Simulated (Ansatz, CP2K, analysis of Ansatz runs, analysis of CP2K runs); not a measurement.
# N3VH centre in diamond: local vibrational mode against experiment (CP2K), part 2 of 3

Aim: the local vibrational mode of the N3VH centre in diamond, to be set beside the measurement. Set-up: PBE, SR-DZVP, 64-site cell, PBE lattice from Ansatz, k: the zone centre alone, anharmonic cut along the mode, start relaxed with Ansatz. The model is a cell of 64 host atoms with 1 site emptied, N put on another atom's site, N put on another atom's site, N put on another atom's site and H put in between. The frequencies come from force constants among the defect atom and its neighbours, with the masses of the isotopes named.

CP2K 2026.2; PBE, SR-DZVP, 64-site cell, PBE lattice from Ansatz, k: the zone centre alone, anharmonic cut along the mode, start relaxed with Ansatz.

So far. Step 2 (Relaxation, charge 0): Neighbours of the added atoms: H64: C48 1.07, N4 1.95, N41 1.95 Å.

## Step 3: Atom N4 moved by 0.015 A along x

Force constants come from the forces after small displacements; symmetry gives the rest. One such run is shown.

This step: CP2K Gaussian and plane waves DFT, PBE, SR-DZVP basis, GTH potentials; single point of a defect supercell.

defect.inp

```
&GLOBAL
  PROJECT defect
  RUN_TYPE ENERGY_FORCE
  PRINT_LEVEL LOW
&END GLOBAL
&FORCE_EVAL
  METHOD QS
  &DFT
    BASIS_SET_FILE_NAME BASIS_MOLOPT
    POTENTIAL_FILE_NAME GTH_POTENTIALS
    &MGRID
      CUTOFF 480
      REL_CUTOFF 60
      NGRIDS 5
    &END MGRID
    &QS
      METHOD GPW
      EPS_DEFAULT 1.0E-11
    &END QS
    &SCF
      SCF_GUESS ATOMIC
      EPS_SCF 1.0E-7
      MAX_SCF 40
      &OT ON
        MINIMIZER DIIS
        PRECONDITIONER FULL_ALL
        ENERGY_GAP 0.001
      &END OT
      &OUTER_SCF ON
        EPS_SCF 1.0E-7
        MAX_SCF 8
      &END OUTER_SCF
    &END SCF
    &XC
      &XC_FUNCTIONAL PBE
      &END XC_FUNCTIONAL
    &END XC
    &PRINT
      &MULLIKEN ON
        &EACH
          QS_SCF 0
          GEO_OPT 0
          CELL_OPT 0
          MD 0
        &END EACH
        ADD_LAST NUMERIC
      &END MULLIKEN
      &MO_CUBES ON
        NHOMO 8
        NLUMO 5
        WRITE_CUBE F
        &EACH
          QS_SCF 0
          GEO_OPT 0
          CELL_OPT 0
          MD 0
        &END EACH
        ADD_LAST NUMERIC
      &END MO_CUBES
    &END PRINT
  &END DFT
  &SUBSYS
    &CELL
      A 7.1431635100 0.0000000000 -0.0000000000
      B 0.0000000000 7.1431635100 -0.0000000000
      C 0.0000000000 0.0000000000 7.1431635100
      PERIODIC XYZ
    &END CELL
    &COORD
      C   -0.0106450000 -0.0115320000 1.7850890000
      C   -0.0106910000 1.7839050000 -0.0124820000
[... 1 atom line left out ...]
      N   1.7183310000 1.7024780000 1.6997090000
      C   0.8988410000 0.8979570000 2.6367990000
[... 7 atom lines left out ...]
      C   0.8988770000 2.7159340000 4.4547540000
      C   2.7168090000 0.8979930000 4.4547830000
[... 5 atom lines left out ...]
      C   0.8949890000 4.4601130000 2.7134250000
[... 5 atom lines left out ...]
      N   1.7033680000 3.6531720000 3.6504180000
[... 3 atom lines left out ...]
      C   2.6402370000 4.4601310000 4.4586830000
[... 5 atom lines left out ...]
      C   4.4609980000 0.8940980000 2.7134340000
[... 4 atom lines left out ...]
      N   3.6540030000 1.7025000000 3.6504100000
[... 3 atom lines left out ...]
      C   4.4610070000 2.6393480000 4.4586680000
[... 2 atom lines left out ...]
      C   3.6241010000 3.6232130000 1.7294800000
[... 15 atom lines left out ...]
      H   3.0058190000 3.0048970000 2.3477500000
    &END COORD
    &KIND C
      BASIS_SET DZVP-MOLOPT-SR-GTH-q4
      POTENTIAL GTH-PBE-q4
    &END KIND
    &KIND N
      BASIS_SET DZVP-MOLOPT-SR-GTH-q5
      POTENTIAL GTH-PBE-q5
    &END KIND
    &KIND H
      BASIS_SET DZVP-MOLOPT-SR-GTH-q1
      POTENTIAL GTH-PBE-q1
    &END KIND
    &PRINT
      &ATOMIC_COORDINATES ON
      &END ATOMIC_COORDINATES
      &CELL ON
      &END CELL
    &END PRINT
  &END SUBSYS
  &PRINT
    &FORCES ON
    &END FORCES
  &END PRINT
&END FORCE_EVAL
```

The run is started by

```
$ OMP_NUM_THREADS=1 cp2k.psmp -i defect.inp -o defect.out
```

Numbers of over 12 decimals in the logs are rounded to 6 here.

The program printed:

```text
[banner, memory and clock lines left out]
ibc44oq/fd0xp

 CP2K| version string:                                       CP2K version 2026.2
 CP2K| Input file name                                                defect.inp

 GLOBAL| Force Environment number                                              1
 GLOBAL| Basis set file name                                        BASIS_MOLOPT
 GLOBAL| Potential file name                                      GTH_POTENTIALS
 GLOBAL| MM Potential file name                                     MM_POTENTIAL
 GLOBAL| Coordinate file name                                      __STD_INPUT__
 GLOBAL| Method name                                                        CP2K
 GLOBAL| Project name                                                     defect
 GLOBAL| Run type                                                   ENERGY_FORCE
 GLOBAL| FFT library                                                       FFTW3
 GLOBAL| DGEMM library                                                      BLAS
 GLOBAL| Direct generalized diagonalization requested                          F
 GLOBAL| Global print level                                                  LOW
 GLOBAL| Total number of message passing processes                             1
 GLOBAL| Number of threads for this process                                    1
 GLOBAL| CPU model name                                                  UNKNOWN

 CELL| Volume [angstrom^3]:                                           364.478382
 CELL| Vector a [angstrom]:       7.143     0.000     0.000   |a| =     7.143164
 CELL| Vector b [angstrom]:       0.000     7.143     0.000   |b| =     7.143164
 CELL| Vector c [angstrom]:       0.000     0.000     7.143   |c| =     7.143164
 CELL| Angle (b,c), alpha [degree]:                                    90.000000
 CELL| Angle (a,c), beta  [degree]:                                    90.000000
 CELL| Angle (a,b), gamma [degree]:                                    90.000000
 CELL| Numerically orthorhombic:                                             YES
 CELL| Periodicity                                                           XYZ

 CELL_REF| Volume [angstrom^3]:                                       364.478382
 CELL_REF| Vector a [angstrom     7.143     0.000     0.000   |a| =     7.143164
 CELL_REF| Vector b [angstrom     0.000     7.143     0.000   |b| =     7.143164
 CELL_REF| Vector c [angstrom     0.000     0.000     7.143   |c| =     7.143164
 CELL_REF| Angle (b,c), alpha [degree]:                                90.000000
 CELL_REF| Angle (a,c), beta  [degree]:                                90.000000
 CELL_REF| Angle (a,b), gamma [degree]:                                90.000000
 CELL_REF| Numerically orthorhombic:                                         YES
 CELL_REF| Periodicity                                                       XYZ

 GENERATE|  Preliminary Number of Bonds generated:                             0
 GENERATE|  Achieved consistency in connectivity generation.

 *******************************************************************************
 *******************************************************************************
 **            Copyright (C) by CP2K developers group (2000-2026)             **
 *******************************************************************************

 TOTAL NUMBERS AND MAXIMUM NUMBERS

  Total number of            - Atomic kinds:                                   3
                             - Atoms:                                         64
                             - Shell sets:                                    64
                             - Shells:                                       318
                             - Primitive Cartesian functions:                320
                             - Cartesian basis functions:                    887
                             - Spherical basis functions:                    824

  Maximum angular momentum of- Orbital basis functions:                        2
                             - Local part of the GTH pseudopotential:          2
                             - Non-local part of the GTH pseudopotential:      0

 MODULE QUICKSTEP: ATOMIC COORDINATES IN ANGSTROM

   Atom Kind Element         X             Y             Z       Z(eff)     Mass
      1    1 C     6     -0.010645     -0.011532      1.785089   4.0000  12.0107
      2    1 C     6     -0.010691      1.783905     -0.012482   4.0000  12.0107
      3    1 C     6      1.784810     -0.011571     -0.012490   4.0000  12.0107
      4    2 N     7      1.718331      1.702478      1.699709   5.0000  14.0067
      5    1 C     6      0.898841      0.897957      2.636799   4.0000  12.0107
      6    1 C     6      0.894963      2.639313      0.892592   4.0000  12.0107
      7    1 C     6      2.640198      0.894088      0.892604   4.0000  12.0107
      8    1 C     6      0.002758      0.001864      5.350862   4.0000  12.0107
      9    1 C     6      0.020264      1.802064      3.550662   4.0000  12.0107
     10    1 C     6      1.802964      0.019381      3.550657   4.0000  12.0107
[...]
60    1 C     6      4.459158      4.458252      6.238947   4.0000  12.0107
[...]
in the iterative subspace
                                         using   7 DIIS vectors
                                         safer DIIS on
  Preconditioner : FULL_ALL            : diagonalization, state selective
  Precond_solver : DEFAULT
  stepsize       :    0.15000000                  energy_gap     :    0.00100000
  eps_taylor     :   0.10000E-15                  max_taylor     :             4
  ----------------------------------- OT ---------------------------------------

  Step     Update method      Time    Convergence         Total energy    Change
[...]
3 OT DIIS     0.15E+00   16.3     0.00004329      -371.6263108441 -2.25E-05
     4 OT DIIS     0.15E+00   16.2     0.00000286      -371.6263175922 -6.75E-06
     5 OT DIIS     0.15E+00   16.1     0.00000092      -371.6263176254 -3.32E-08
     6 OT DIIS     0.15E+00   16.2     0.00000036      -371.6263176286 -3.18E-09
     7 OT DIIS     0.15E+00   16.2     0.00000010      -371.6263176291 -4.80E-10

  *** SCF run converged in     7 steps ***

  Electronic density on regular grids:       -256.0000000000        0.0000000000
  Core density on regular grids:              255.9999999977       -0.0000000023
  Total charge density on r-space grids:       -0.0000000022
  Total charge density g-space grids:          -0.0000000022

  Overlap energy of the core charge distribution:               1.1842e-06
  Self energy of the core charge distribution:               -876.062806
  Core Hamiltonian energy:                                    276.109079
  Hartree energy:                                             343.124092
  Exchange-correlation energy:                               -114.796683

  Total energy:                                              -371.626318

  outer SCF iter =    2 RMS gradient =   0.99E-07 energy =       -371.6263176291
  outer SCF loop converged in   2 iterations or   47 steps

 !-----------------------------------------------------------------------------!
                     Mulliken Population Analysis

 #  Atom  Element  Kind  Atomic population                           Net charge
       1     C        1          4.006038                             -0.006038
       2     C        1          4.005264                             -0.005264
       3     C        1          4.005546                             -0.005546
       4     N        2          5.001253                             -0.001253
       5     C        1          3.987763                              0.012237
       6     C        1          3.985738                              0.014262
       7     C        1          3.988468                              0.011532
       8     C        1          3.999145                              0.000855
       9     C        1          4.014782                             -0.014782
      10     C        1          4.014723                             -0.014723
[...]
60     C        1          3.992669                              0.007331
      61     C        1          3.997733                              0.002267
      62     C        1          3.997729                              0.002271
      63     C        1          3.995121                              0.004879
      64     H        3          0.904731                              0.095269
 # Total charge                            256.000000                  0.000000

 !-----------------------------------------------------------------------------!

  Eigenvalues of the occupied subspace spin            1
      -0.39015179     -0.33203167     -0.33154954     -0.31448372
      -0.30015825     -0.30014653     -0.29140295     -0.25670519
      -0.25650522     -0.23455755     -0.22131815     -0.22126799
      -0.22032470     -0.21948286     -0.21940823     -0.21624032
      -0.21409457     -0.21404063     -0.20183376     -0.17932816
      -0.17890254     -0.17870975     -0.16554211     -0.08751077
      -0.08719339     -0.08591884     -0.08396378     -0.08374662
      -0.08235127     -0.06856266     -0.06817908     -0.06179718
      -0.05452455     -0.04923067     -0.04921921     -0.04450016
      -0.04017625     -0.03996150     -0.03700123     -0.03582666
[...]
0.29528856      0.29533007      0.29912354      0.29914629
       0.29930000      0.30009332      0.30012211      0.30215578
       0.30298965      0.30304750      0.35897721      0.36639407
       0.36650072      0.40875751      0.42068824      0.42119111
 Fermi Energy [eV] :   11.461193

  Using OT eigensolver for additional unoccupied orbitals spin            1
  Lowest Eigenvalues of the unoccupied subspace spin            1
 OT| Eigensolver reached convergence in 209 iterations
       0.56255479      0.56774607      0.56816331      0.57776718
       0.57792367

 HOMO - LUMO gap [eV] :    3.846701

 ENERGY| Total FORCE_EVAL ( QS ) energy [hartree]           -371.626318

 FORCES| Atomic forces [hartree/bohr]
 FORCES|   Atom     x               y               z               |f|
 FORCES|      1  6.24725920E-04  7.94200542E-04 -4.39333536E-04   1.10183979E-03
 FORCES|      2  6.19922856E-04 -4.75740378E-04  7.81203394E-04   1.10494887E-03
 FORCES|      3 -1.91245274E-04 -8.17537553E-05 -9.07625460E-05   2.26927899E-04
 FORCES|      4 -1.16579204E-02  1.97401522E-03  2.22129381E-03   1.20307103E-02
 FORCES|      5  3.08969049E-03  2.34746744E-04 -6.22734724E-04   3.16055246E-03
 FORCES|      6  3.07942851E-03 -5.27077030E-04  1.91496088E-04   3.13007362E-03
 FORCES|      7  2.64608708E-03 -1.43149097E-03 -1.44679302E-03   3.33828598E-03
 FORCES|      8 -8.10680024E-05 -7.34914148E-05  7.92917829E-05   1.35130292E-04
 FORCES|      9  4.25796646E-04  3.55929828E-04 -4.94992746E-04   7.43644165E-04
 FORCES|     10 -4.19747659E-04 -2.14702745E-04  1.79386549E-04   5.04445141E-04
[...]
FORCES|     60 -1.27732605E-05  2.44444145E-05 -7.19691737E-05   7.70730014E-05
 FORCES|     61 -1.59444381E-05 -2.38164504E-05  2.40815751E-06   2.87619130E-05
 FORCES|     62 -2.79140316E-05 -1.86930717E-05 -3.91556744E-05   5.15925473E-05
 FORCES|     63 -1.22069977E-05  1.79964436E-05  2.83753056E-05   3.57496957E-05
 FORCES|     64  1.27880941E-04  1.22844448E-04 -2.56976877E-05   1.79177746E-04
 FORCES| Sum    -3.16374948E-05  6.25580369E-04  9.94979163E-05
 FORCES| Total atomic force                                       6.34233052E-04
```

Run time: 13 min. Hardware: 1 thread of Arm Neoverse V1, shared host; peak memory 0.56 GiB.

Numbers from this step:

* gap at gamma of supercell: 3.847 eV

## Step 4: Local vibrational modes

Analysis of the runs above: force constants by central differences of CP2K Gaussian and plane waves DFT, PBE, SR-DZVP basis, GTH potentials forces among the atoms nearest to a defect, the others at rest.

The modes with the largest weight on the probed atoms (the light atom of a pair), for the masses of each isotope. Modes of the displaced atoms (local only where they lie over the host's phonons):

```csv
isotopes,mode (cm⁻¹),share of the defect atoms
H,3248,0.927
H,1362,0.846
H,1362,0.846
```

(Continued in part 3 of 3.)

[Logs are printed without paths, hosts, clocks, repeated set-up lines and the standing remarks that a program may print on its own settings, such as how far it seeks lower states.]

[Hosts, paths, dates, database ids (printed as entryN), source tags and the programs' standing remarks are cut or masked in the printed files.]

[For some hosts the program warned that the k-mesh of the response run may be too coarse for force constants and the static dielectric constant; such warnings are not shown here.]
